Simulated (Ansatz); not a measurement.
# Lattice dynamics of Th3Ga2 (P4/mbm)

Task: relax Th3Ga2 (P4/mbm), then find its harmonic phonons.

Method: DFT PBEsol, scalar-relativistic, plane waves, PAW, in Ansatz 0.2.0.

### 1. Set-up

Symmetry: P4/mbm, No. 127, tetragonal system. The conventional cell has a = 8.000 Å, b = 8.000 Å, c = 4.224 Å, α = 90.00°, β = 90.00°, γ = 90.00°. Nearest to Th lie 4 Ga at 3.20 Å. Nearest to Th lie 6 Ga at 3.14 to 3.20 Å. Nearest to Ga lie 1 Ga at 2.65 Å and 8 Th at 3.14 to 3.20 Å. Farther neighbours are not listed.

As a file:

```cif
data_structure
_symmetry_space_group_name_H-M 'P 1'
_symmetry_Int_Tables_number 1
_cell_length_a 8.0000
_cell_length_b 8.0000
_cell_length_c 4.2240
_cell_angle_alpha 90.000
_cell_angle_beta 90.000
_cell_angle_gamma 90.000
_cell_volume 270.34
loop_
_atom_site_label
_atom_site_type_symbol
_atom_site_fract_x
_atom_site_fract_y
_atom_site_fract_z
_atom_site_occupancy
Th1 Th 0.00000 0.00000 0.00000 1
Th2 Th 0.50000 0.50000 0.00000 1
Th3 Th 0.17680 0.67680 0.50000 1
Th4 Th 0.32320 0.17680 0.50000 1
Th5 Th 0.82320 0.32320 0.50000 1
Th6 Th 0.67680 0.82320 0.50000 1
Ga7 Ga 0.38270 0.88270 0.00000 1
Ga8 Ga 0.11730 0.38270 0.00000 1
Ga9 Ga 0.61730 0.11730 0.00000 1
Ga10 Ga 0.88270 0.61730 0.00000 1
```

### 2. Relaxation

The volume is held at the value of the starting cell, while the atoms and the shape relax as far as symmetry allows.

Input file input.yaml:

```yaml
crystal:
  lattice:
    - [8.0, 0.0, 0.0]
    - [0.0, 8.0, 0.0]
    - [0.0, 0.0, 4.224]
  atoms:
    - { symbol: Th, position: [0.0, 0.0, 0.0] }
    - { symbol: Th, position: [0.5, 0.5, 0.0] }
    - { symbol: Th, position: [0.1768, 0.6768, 0.5] }
    - { symbol: Th, position: [0.3232, 0.1768, 0.5] }
    - { symbol: Th, position: [0.8232, 0.3232, 0.5] }
    - { symbol: Th, position: [0.6768, 0.8232, 0.5] }
    - { symbol: Ga, position: [0.3827, 0.8827, 0.0] }
    - { symbol: Ga, position: [0.1173, 0.3827, 0.0] }
    - { symbol: Ga, position: [0.6173, 0.1173, 0.0] }
    - { symbol: Ga, position: [0.8827, 0.6173, 0.0] }
kpoints:
  mp_grid: { grid: [6, 6, 8] }
hamiltonian:
  xc: pbesol
scf:
  occupations: { method: gaussian, width: 0.1 }
output:
  forces: true
  stress: true
  eigenvalues: true
  write_density: true
  write_potential: true
  elf: true
  volumetric_format: npy
relax:
  adjacent_minimum: "off"
  f_tol: 0.005
  max_steps: 80
  cell: { stress_tol: 0.05, fix: [volume] }
```

Launch:

```sh
$ ansatz run input.yaml --threads 6 --pin off --max-ram 40960MiB --backend cuda --events-out ev --progress --plain --runs-dir out
```

Numbers of over 12 decimals in the logs are rounded to 6 here.

The program printed:

```text
Engine: ansatz 0.2.0, x86_64-unknown-linux-gnu
Pseudopotentials: kind: paw
Pseudopotential: Th, paw, valence charge 12, recommended cutoff 420 eV (normal), Th.paw.azcp
Pseudopotential: Ga, paw, valence charge 13, recommended cutoff 420 eV (normal), Ga.paw.azcp
Functional definition: PBEsol
  exchange = pbesol_x
  correlation = pbesol_c
device memory: the entry about to start is reckoned to put 11.3 GiB on a device that reports 63.1 GiB free
GPU FFT provider: cuFFT
GPU libraries: cuBLAS 13.8.2, cuFFT 12.4.0, cuSOLVER 12.3.4
Crystal: 10 atoms, lattice volume = 270.336 Å³
Basis set: ecut = 420 eV, 5271 PW (Γ), exchange–correlation on 108×108×60 points (8 copies of the dense FFT grid, shifted against one another)
Bands: 75, of which v1, the nominal top of the filled ones, is band 62 counted from 1 (61 counted from 0)
Symmetry: 16 space group operations
Space group: P4/mbm (ITA 127), of the structure as read, at distance tolerance 6.5e-5 Å
k-points: 50 of 288
Non-local potential: Th, projectors of the file, l = 0: 3, l = 1: 2, l = 2: 2, l = 3: 3
Non-local potential: Ga, projectors of the file, l = 0: 2, l = 1: 2, l = 2: 3, l = 3: 1
PAW form: soft (Blöchl's): semilocal exchange-correlation on the pseudo side does not see the compensation charge
PAW frozen core: Th, regenerated for the run's functional, and the local potential with it (the file was generated under x = pbe(κ = 0.804, μ = 0.219515), c = pbe(β = 0.066725))
PAW frozen core: Ga, regenerated for the run's functional, and the local potential with it (the file was generated under x = pbe(κ = 0.804, μ = 0.219515), c = pbe(β = 0.066725))
PAW one-centre angular grid: Th, 590 points (default); XC on 64 Gauss nodes
PAW one-centre angular grid: Ga, 590 points (default); XC on 64 Gauss nodes
Initial density: superposition of atomic densities (neutral atoms: chi_scale 0, normalization atom), corrected by the library's trained network
Initial wavefunctions: pseudopotential atomic-orbital guess
GPU buffer pool allocated for 87480 grid points (all kernels)
GPU transforms: local potential and band sums: pruned to the plane-wave sphere, on 54×54×30
Functional: x = pbesol(κ = 0.804, μ = 0.123457), c = pbesol(β = 0.046)
SCF iter   1: F=—  HF=-93313.514839 eV  |F-HF|=—  |Δ(HF+E_count)|=         —  Δρ=3.41e-3  dr2=1.72e-2  ethr=1.77e-3  ⟨swp⟩=5.4  Hψ=16241  notcnv=0
preconditioner: auto → Kerker (q_TF=auto, 2.396 Å⁻¹)  [metal: Δε(μ)=0.012 eV  Ē_g=12.312 eV  σ=0.100 eV  W_gap=0.07  n_scr=70 (ndim 8)  ℏωp=23.9 eV  f_vac=0.000  D(μ)=15.90/eV (n_scr^D=164)]
SCF iter   2: F=—  HF=-93313.514863 eV  |F-HF|=—  |Δ(HF+E_count)|=   2.46e-5  Δρ=1.84e-3  dr2=5.55e-3  ethr=1.39e-5  ⟨swp⟩=2.0  Hψ=7367  notcnv=0
SCF iter   3: F=—  HF=-93313.515319 eV  |F-HF|=—  |Δ(HF+E_count)|=   4.56e-4  Δρ=7.98e-4  dr2=1.28e-3  ethr=4.47e-6  ⟨swp⟩=2.0  Hψ=4780  notcnv=0
SCF iter   4: F=—  HF=-93313.514631 eV  |F-HF|=—  |Δ(HF+E_count)|=   6.88e-4  Δρ=1.44e-4  dr2=4.99e-5  ethr=1.03e-6  ⟨swp⟩=2.0  Hψ=5553  notcnv=0
SCF iter   5: F=—  HF=-93313.515028 eV  |F-HF|=—  |Δ(HF+E_count)|=   3.97e-4  Δρ=2.45e-5  dr2=2.11e-6  ethr=4.03e-8  ⟨swp⟩=3.0  Hψ=7152  notcnv=0
SCF iter   6: F=—  HF=-93313.515028 eV  |F-HF|=—  |Δ(HF+E_count)|=   2.03e-7  Δρ=9.06e-6  dr2=2.12e-7  ethr=1.70e-9  ⟨swp⟩=2.0  Hψ=5597  notcnv=0
SCF iter   7: F=-93313.515028 eV  HF=-93313.515028 eV  |F-HF|=5.27e-9  |Δ(HF+E_count)|=   1.08e-8  Δρ=1.94e-6  dr2=1.29e-8  ethr=8.06e-11  ⟨swp⟩=18.9  Hψ=35320  notcnv=0
SCF 1 converged in 7 iterations: F = -93313.515028 eV  dr2 = 1.29e-8
  greatest PAW one-centre occupation: 0.994 electrons in one spin orbital (limit 2), on the Ga atom at site 6 (counted from 0), in its partial waves of l = 2
relax step   1: F+E_penalty+E_count = -93313.51502758 eV  Δ(F+E_penalty+E_count) = +0.000e0 eV  max|allowed force component| = 2.907e-2 eV/Å  Δτ_max = 0.0000 Å  P = -3.125 GPa  Ω = 270.336 Å³  fix = [volume]  reactions: volume -3.125 GPa  (7 SCF iters, dr2 threshold 1.00e-7 eV, accepted)
device memory: the entry about to start is reckoned to put 10.9 GiB (of the 11.3 GiB reckoned in all, the device holds 0.4 GiB already) on a device that reports 64.6 GiB free
GPU FFT provider: cuFFT
GPU libraries: cuBLAS 13.8.2, cuFFT 12.4.0, cuSOLVER 12.3.4
Basis set: ecut = 420 eV, 5279 PW (Γ), exchange–correlation on 108×108×60 points (8 copies of the dense FFT grid, shifted against one another)
Initial density: handed on by an earlier stage of this run
Initial wavefunctions: those handed on with the density
GPU buffer pool allocated for 87480 grid points (all kernels)
GPU transforms: local potential and band sums: pruned to the plane-wave sphere, on 54×54×30
iter 1 solved again at ethr=6.58e-7 eV; its pass at ethr=3.10e-3 eV (dr2=8.17e-4 eV) is discarded
SCF iter   1: F=—  HF=-93313.516493 eV  |F-HF|=—  |Δ(HF+E_count)|=         —  Δρ=5.22e-4  dr2=8.63e-4  ethr=6.58e-7  ⟨swp⟩=3.5  Hψ=20376  notcnv=0
preconditioner: auto → Kerker (q_TF=auto, 2.396 Å⁻¹)  [metal: Δε(μ)=0.004 eV  Ē_g=12.336 eV  σ=0.100 eV  W_gap=0.02  n_scr=70 (ndim 8)  ℏωp=23.9 eV  f_vac=0.000  D(μ)=15.80/eV (n_scr^D=164)]
SCF iter   2: F=—  HF=-93313.516045 eV  |F-HF|=—  |Δ(HF+E_count)|=   4.48e-4  Δρ=2.88e-4  dr2=2.31e-4  ethr=6.58e-7  ⟨swp⟩=1.0  Hψ=3750  notcnv=0
SCF iter   3: F=—  HF=-93313.516259 eV  |F-HF|=—  |Δ(HF+E_count)|=   2.14e-4  Δρ=3.85e-5  dr2=3.74e-6  ethr=1.87e-7  ⟨swp⟩=2.0  Hψ=5631  notcnv=0
SCF iter   4: F=—  HF=-93313.516273 eV  |F-HF|=—  |Δ(HF+E_count)|=   1.37e-5  Δρ=2.29e-5  dr2=1.03e-6  ethr=3.02e-9  ⟨swp⟩=2.0  Hψ=5719  notcnv=0
SCF iter   5: F=—  HF=-93313.516272 eV  |F-HF|=—  |Δ(HF+E_count)|=   1.03e-6  Δρ=6.67e-6  dr2=1.14e-7  ethr=8.34e-10  ⟨swp⟩=2.0  Hψ=5623  notcnv=0
SCF iter   6: F=-93313.516272 eV  HF=-93313.516272 eV  |F-HF|=9.60e-10  |Δ(HF+E_count)|=   3.07e-8  Δρ=1.33e-6  dr2=4.59e-9  ethr=4.26e-11  ⟨swp⟩=14.8  Hψ=32846  notcnv=0
SCF 2 converged in 6 iterations: F = -93313.516272 eV  dr2 = 4.59e-9
  greatest PAW one-centre occupation: 0.994 electrons in one spin orbital (limit 2), on the Ga atom at site 9 (counted from 0), in its partial waves of l = 2
relax step   2: F+E_penalty+E_count = -93313.51627205 eV  Δ(F+E_penalty+E_count) = -1.244e-3 eV  max|allowed force component| = 2.112e-2 eV/Å  Δτ_max = 0.0088 Å  P = -3.113 GPa  Ω = 270.336 Å³  fix = [volume]  reactions: volume -3.113 GPa  (6 SCF iters, dr2 threshold 5.28e-8 eV, accepted)
device memory: the entry about to start is reckoned to put 10.9 GiB (of the 11.3 GiB reckoned in all, the device holds 0.4 GiB already) on a device that reports 78.2 GiB free
GPU FFT provider: cuFFT
GPU libraries: cuBLAS 13.8.2, cuFFT 12.4.0, cuSOLVER 12.3.4
GPU buffer pool allocated for 87480 grid points (all kernels)
GPU transforms: local potential and band sums: pruned to the plane-wave sphere, on 54×54×30
iter 1 solved again at ethr=2.12e-7 eV; its pass at ethr=3.10e-3 eV (dr2=2.63e-4 eV) is discarded
SCF iter   1: F=—  HF=-93313.516564 eV  |F-HF|=—  |Δ(HF+E_count)|=         —  Δρ=2.47e-4  dr2=2.88e-4  ethr=2.12e-7  ⟨swp⟩=2.1  Hψ=16130  notcnv=0
preconditioner: auto → Kerker (q_TF=auto, 2.396 Å⁻¹)  [metal: Δε(μ)=0.007 eV  Ē_g=12.334 eV  σ=0.100 eV  W_gap=0.04  n_scr=70 (ndim 8)  ℏωp=23.9 eV  f_vac=0.000  D(μ)=15.75/eV (n_scr^D=164)]
SCF iter   2: F=—  HF=-93313.516290 eV  |F-HF|=—  |Δ(HF+E_count)|=   2.74e-4  Δρ=1.42e-4  dr2=8.98e-5  ethr=2.12e-7  ⟨swp⟩=1.1  Hψ=3755  notcnv=0
SCF iter   3: F=—  HF=-93313.516520 eV  |F-HF|=—  |Δ(HF+E_count)|=   2.30e-4  Δρ=2.14e-5  dr2=1.94e-6  ethr=7.24e-8  ⟨swp⟩=2.0  Hψ=4507  notcnv=0
SCF iter   4: F=—  HF=-93313.516524 eV  |F-HF|=—  |Δ(HF+E_count)|=   4.07e-6  Δρ=1.05e-5  dr2=2.81e-7  ethr=1.56e-9  ⟨swp⟩=2.0  Hψ=5728  notcnv=0
SCF iter   5: F=—  HF=-93313.516523 eV  |F-HF|=—  |Δ(HF+E_count)|=   1.91e-7  Δρ=3.30e-6  dr2=5.55e-8  ethr=2.27e-10  ⟨swp⟩=2.0  Hψ=5665  notcnv=0
SCF iter   6: F=-93313.516523 eV  HF=-93313.516523 eV  |F-HF|=7.60e-9  |Δ(HF+E_count)|=   1.39e-8  Δρ=1.16e-6  dr2=9.38e-9  ethr=2.25e-11  ⟨swp⟩=12.7  Hψ=28246  notcnv=0
SCF 3 converged in 6 iterations: F = -93313.516523 eV  dr2 = 9.38e-9
  greatest PAW one-centre occupation: 0.994 electrons in one spin orbital (limit 2), on the Ga atom at site 8 (counted from 0), in its partial waves of l = 2
relax step   3: F+E_penalty+E_count = -93313.51652343 eV  Δ(F+E_penalty+E_count) = -2.514e-4 eV  max|allowed force component| = 3.887e-3 eV/Å  Δτ_max = 0.0046 Å  P = -3.110 GPa  Ω = 270.336 Å³  fix = [volume]  reactions: volume -3.110 GPa  (6 SCF iters, dr2 threshold 2.79e-8 eV, accepted)
device memory: the entry about to start is reckoned to put 11.3 GiB on a device that reports 78.6 GiB free
GPU FFT provider: cuFFT
GPU libraries: cuBLAS 13.8.2, cuFFT 12.4.0, cuSOLVER 12.3.4
Initial wavefunctions: pseudopotential atomic-orbital guess (no wavefunctions were taken with the density)
GPU buffer pool allocated for 87480 grid points (all kernels)
GPU transforms: local potential and band sums: pruned to the plane-wave sphere, on 54×54×30
iter 1 solved again at ethr=3.26e-8 eV; its pass at ethr=3.10e-3 eV (dr2=4.05e-5 eV) is discarded
SCF iter   1: F=—  HF=-93313.516462 eV  |F-HF|=—  |Δ(HF+E_count)|=         —  Δρ=7.95e-5  dr2=3.62e-7  ethr=3.26e-8  ⟨swp⟩=5.5  Hψ=30879  notcnv=0
preconditioner: auto → Kerker (q_TF=auto, 2.396 Å⁻¹)  [metal: Δε(μ)=0.007 eV  Ē_g=12.335 eV  σ=0.100 eV  W_gap=0.04  n_scr=70 (ndim 8)  ℏωp=23.9 eV  f_vac=0.000  D(μ)=15.77/eV (n_scr^D=164)]
SCF iter   2: F=—  HF=-93313.516512 eV  |F-HF|=—  |Δ(HF+E_count)|=   4.97e-5  Δρ=4.03e-5  dr2=9.19e-8  ethr=2.92e-10  ⟨swp⟩=2.2  Hψ=5424  notcnv=0
SCF iter   3: F=—  HF=-93313.516511 eV  |F-HF|=—  |Δ(HF+E_count)|=   5.46e-7  Δρ=2.67e-7  dr2=1.18e-10  ethr=7.41e-11  ⟨swp⟩=1.0  Hψ=3750  notcnv=0
SCF iter   4: F=-93313.516511 eV  HF=-93313.516511 eV  |F-HF|=5.82e-11  |Δ(HF+E_count)|=  1.60e-10  Δρ=1.36e-7  dr2=4.00e-11  ethr=1.00e-12  ⟨swp⟩=13.3  Hψ=22934  notcnv=0
SCF 4 converged in 4 iterations: F = -93313.516511 eV  dr2 = 4.00e-11
relax step   4: F+E_penalty+E_count = -93313.51651126 eV  Δ(F+E_penalty+E_count) = +1.217e-5 eV  max|allowed force component| = 3.875e-3 eV/Å  Δτ_max = 0.0000 Å  P = -3.110 GPa  Ω = 270.336 Å³  fix = [volume]  reactions: volume -3.110 GPa  stress off target by 2.12e-2 GPa on what of the cell is left free  SCF on the basis re-selected at this cell (its energy is not comparable with the rows above)  (4 SCF iters)
basis re-selected at this cell: Δ(F+E_penalty+E_count) = +1.217e-5 eV, ΔP = +0.000 GPa vs the last step (what re-selecting the basis moved, of the pressure what is left beyond the Pulay correction that the steps carried, after the strain that the cell walked since its last selection, with what the two solves' SCF thresholds leave and, on support functions, any second-order correction that the steps lacked; it is no m [...]
SCF converged after 4 iterations
Free energy (F): -93313.516511 eV
Harris-Foulkes:  -93313.516511 eV  (|F-HF|=5.82e-11)
Internal energy: -93313.437671 eV  (E = F + TS)
E sigma→0 (E₀):  -93313.477091 eV
Entropy (-TS):   -0.078840 eV (-7.884 meV/atom)
Fermi energy:    13.506332 eV
--- Per-component energies (eV) ---
  E_band       = -62.556671
  E_kinetic    = 1808.103152
  E_local      = -10056.489457  (includes V_loc(G=0)·N_el)
  E_nonlocal   = 2639.419584
  E_hartree    = 4374.805841
  E_xc         = -2594.007674
  E_vxc        = -1304.301565  (∫ρ·V_xc dr)
  E_paw        = -79021.012273  (= ΣΔE_a)
  E_vpaw       = -1898.900215  (= ΣTr[D̂ρ^β])
  E_aug_tail   = -0.000488  (compensation charges beyond the density's cutoff)
  E_ewald      = -10468.532239
  E_core_change = 4.275883  (= ΣΔE_core)
  E_smearing   = -0.078840  (= −TS)
  E_closure    = 0.000000  (closes the sum)
  Σ components = -93313.516511   (vs F -93313.516511, Δ=0.00e0)
--- Forces (eV/Å), atoms counted from 1 ---
  atom   1  Th     0.00000000     0.00000000     0.00000000
  atom   2  Th    -0.00000000     0.00000000     0.00000000
  atom   3  Th    -0.00387488    -0.00387488     0.00000000
  atom   4  Th     0.00387488    -0.00387488     0.00000000
  atom   5  Th     0.00387488     0.00387488     0.00000000
  atom   6  Th    -0.00387488     0.00387488     0.00000000
  atom   7  Ga     0.00117837     0.00117837     0.00000000
  atom   8  Ga    -0.00117837     0.00117837     0.00000000
  atom   9  Ga    -0.00117837    -0.00117837     0.00000000
  atom  10  Ga     0.00117837    -0.00117837     0.00000000
  max |Σ_I F_I| component: 1.39e-17 eV/Å
--- Stress (GPa, compression-positive) ---
       -3.099213       0.000000       0.000000
        0.000000      -3.099213       0.000000
        0.000000       0.000000      -3.130973
  P = ⅓ Tr σ = -3.1098 GPa (-31.098 kbar)
--- Band table (eV; the first three rows and the last of 50) ---
  k-point 0: bands = [... 58 lower, 12.7131, 12.9499, 13.0671, 13.0671, 13.5153, 13.9464, 14.1728, 14.2915, ... 9 higher]
  k-point 1: bands = [... 58 lower, 12.6975, 12.9013, 13.0606, 13.0606, 13.1147, 13.8207, 14.2659, 14.3545, ... 9 higher]
  k-point 2: bands = [... 58 lower, 12.9127, 13.0977, 13.0977, 13.3500, 13.4103, 13.5304, 14.0565, 14.0565, ... 9 higher]
  k-point 49: bands = [... 58 lower, 13.2765, 13.2765, 13.2851, 13.2851, 13.4162, 13.4162, 13.5751, 13.5751, ... 9 higher]
--- Relaxed structure (3 steps of the walk, 3 accepted, 1 SCFs on fresh bases) ---
  F+E_penalty+E_count = -93313.51651126 eV   max|allowed force component| = 3.875e-3 eV/Å   (the final SCF, on the basis selected at the relaxed cell)
  cell:  # Å, volume = 270.3360 Å³
    - [7.988458, 0, 0.0]
    - [0, 7.988458, 0.0]
    - [0.0, 0.0, 4.236215]
  atoms:
    - { symbol: Th, position: [0, 0, 0.0] }
    - { symbol: Th, position: [0.500000, 0.500000, 0.0] }
    - { symbol: Th, position: [0.176045, 0.676045, 0.500000] }
    - { symbol: Th, position: [0.323955, 0.176045, 0.500000] }
    - { symbol: Th, position: [0.823955, 0.323955, 0.500000] }
    - { symbol: Th, position: [0.676045, 0.823955, 0.500000] }
    - { symbol: Ga, position: [0.381701, 0.881701, 0.0] }
    - { symbol: Ga, position: [0.118299, 0.381701, 0.0] }
    - { symbol: Ga, position: [0.618299, 0.118299, 0.0] }
    - { symbol: Ga, position: [0.881701, 0.618299, 0.0] }
```

It took 19 s on 1 × NVIDIA H100 80GB HBM3 with 6 threads of AMD EPYC 7R13 (Zen 3), shared host; peak memory 1.1 GiB.

The steps of the relaxation:

| step | energy less that of the first step (eV) | largest force component (eV/Å) | pressure (GPa) | volume (Å³) |
| --- | --- | --- | --- | --- |
| 1 | 0.0000 | 0.0291 | -3.12 | 270.34 |
| 2 | -0.0012 | 0.0211 | -3.11 | 270.34 |
| 3 | -0.0015 | 0.0039 | -3.11 | 270.34 |
| 4* | -0.0015 | 0.0039 | -3.11 | 270.34 |

Relaxation steps marked * repeat the geometry before them on a plane-wave basis chosen anew for their cell, so energy and pressure can jump there.

Forces are held to the 16 operations that the run works with; a distortion that breaks them can't arise in this run.

| conventional cell, symmetrised | before | after | change |
| --- | --- | --- | --- |
| a (Å) | 8.000 | 7.988 | -0.1 % |
| b (Å) | 8.000 | 7.988 | -0.1 % |
| c (Å) | 4.224 | 4.236 | +0.3 % |
| volume (Å³/atom) | 27.03 | 27.03 | +0.0 % |

The atoms that moved most (Å, as changes of fractional coordinates times the final cell):

| atom | dx | dy | dz | length |
| --- | --- | --- | --- | --- |
| Ga7 | -0.008 | -0.008 | 0.000 | 0.011 |
| Ga10 | -0.008 | 0.008 | 0.000 | 0.011 |
| Ga8 | 0.008 | -0.008 | 0.000 | 0.011 |
| Ga9 | 0.008 | 0.008 | 0.000 | 0.011 |
| Th3 | -0.006 | -0.006 | 0.000 | 0.009 |
| Th6 | -0.006 | 0.006 | 0.000 | 0.009 |
| Th4 | 0.006 | -0.006 | 0.000 | 0.009 |
| Th5 | 0.006 | 0.006 | 0.000 | 0.009 |

Numbers from this step:

| Property | Result |
| --- | --- |
| pressure | -3.110 GPa |
| volume per atom | 27.03 Å³ |
| gap on the k-mesh | 0 eV |

Valence density in the ab plane at fractional z = 0.000, with atoms of Th and Ga within 0.2 Å of it. It is the smooth field of the valence electrons, not physical close to the nuclei.

Values in e/Å³, 12 rows by 16 columns, each cell a mean:
```
 1  1  0  0  0  3  7  1  0  0  0  0  0  0  1  1
 1  0  0  0  1  8 25  3  0  0  0  0  0  0  0  1
 0  0  0  0  0  1  1  0  0  0  0  0  0  0  0  0
 0  0  0  0  0  0  0  0  0  0  0  0  0  2  4  1
 0  0  0  0  0  0  0  1  1  1  0  0  1  9 27  3
 0  0  0  0  0  0  1  1  1  1  1  0  0  1  2  1
 1  5  6  1  0  0  1  1  1  1  0  0  0  0  0  0
 1 14 20  2  0  0  0  1  1  0  0  0  0  0  0  0
 0  1  1  0  0  0  0  0  0  0  0  0  0  0  0  0
 0  0  0  0  0  0  0  0  0  3  3  1  0  0  0  0
 1  1  0  0  0  0  0  0  1 16 22  2  0  0  0  1
 1  1  1  0  0  0  0  0  0  2  2  0  0  0  1  1
```
Columns run along a (8.0 Å), rows up along b (8.0 Å). Atoms in or near the plane, at fractional coordinates: Th at (0.00, 0.00), Th at (0.50, 0.50), Ga at (0.38, 0.88), Ga at (0.12, 0.38), Ga at (0.62, 0.12), Ga at (0.88, 0.62).

ELF in the ab plane at fractional z = 0.000, with atoms of Th and Ga within 0.2 Å of it. It is the smooth field of the valence electrons, not physical close to the nuclei.

Values, 12 rows by 16 columns, each cell a mean:
```
0.42 0.73 0.39 0.32 0.37 0.20 0.14 0.24 0.40 0.42 0.41 0.47 0.36 0.29 0.71 0.55
0.54 0.43 0.27 0.42 0.32 0.11 0.11 0.18 0.37 0.40 0.28 0.31 0.36 0.29 0.32 0.47
0.34 0.33 0.36 0.45 0.44 0.32 0.28 0.36 0.48 0.42 0.31 0.35 0.46 0.45 0.38 0.35
0.45 0.42 0.28 0.31 0.43 0.44 0.34 0.29 0.28 0.28 0.34 0.47 0.40 0.25 0.19 0.29
0.36 0.40 0.32 0.35 0.35 0.26 0.44 0.63 0.68 0.58 0.27 0.39 0.32 0.10 0.10 0.17
0.42 0.39 0.39 0.47 0.37 0.30 0.74 0.38 0.20 0.68 0.44 0.30 0.41 0.27 0.21 0.29
0.30 0.16 0.15 0.30 0.39 0.26 0.67 0.56 0.40 0.75 0.44 0.28 0.46 0.44 0.40 0.44
0.26 0.09 0.10 0.24 0.42 0.31 0.33 0.52 0.51 0.39 0.27 0.34 0.34 0.28 0.34 0.42
0.41 0.30 0.29 0.39 0.48 0.39 0.33 0.33 0.35 0.36 0.42 0.48 0.40 0.31 0.37 0.48
0.29 0.31 0.40 0.45 0.36 0.27 0.36 0.48 0.35 0.22 0.20 0.33 0.48 0.39 0.29 0.28
0.65 0.54 0.29 0.31 0.37 0.33 0.36 0.41 0.25 0.08 0.09 0.24 0.41 0.28 0.44 0.68
0.20 0.71 0.48 0.28 0.48 0.42 0.37 0.42 0.35 0.23 0.23 0.35 0.39 0.28 0.71 0.38
```
Columns run along a (8.0 Å), rows up along b (8.0 Å). Atoms in or near the plane, at fractional coordinates: Th at (0.00, 0.00), Th at (0.50, 0.50), Ga at (0.38, 0.88), Ga at (0.12, 0.38), Ga at (0.62, 0.12), Ga at (0.88, 0.62).

(Part 1 of 3 ends here.)

[Logs are printed without paths, hosts, clocks, repeated set-up lines and the standing remarks that a program may print on its own settings, such as how far it seeks lower states.]

[Hosts, paths, dates, database ids (printed as entryN), source tags and the programs' standing remarks are cut or masked in the printed files.]
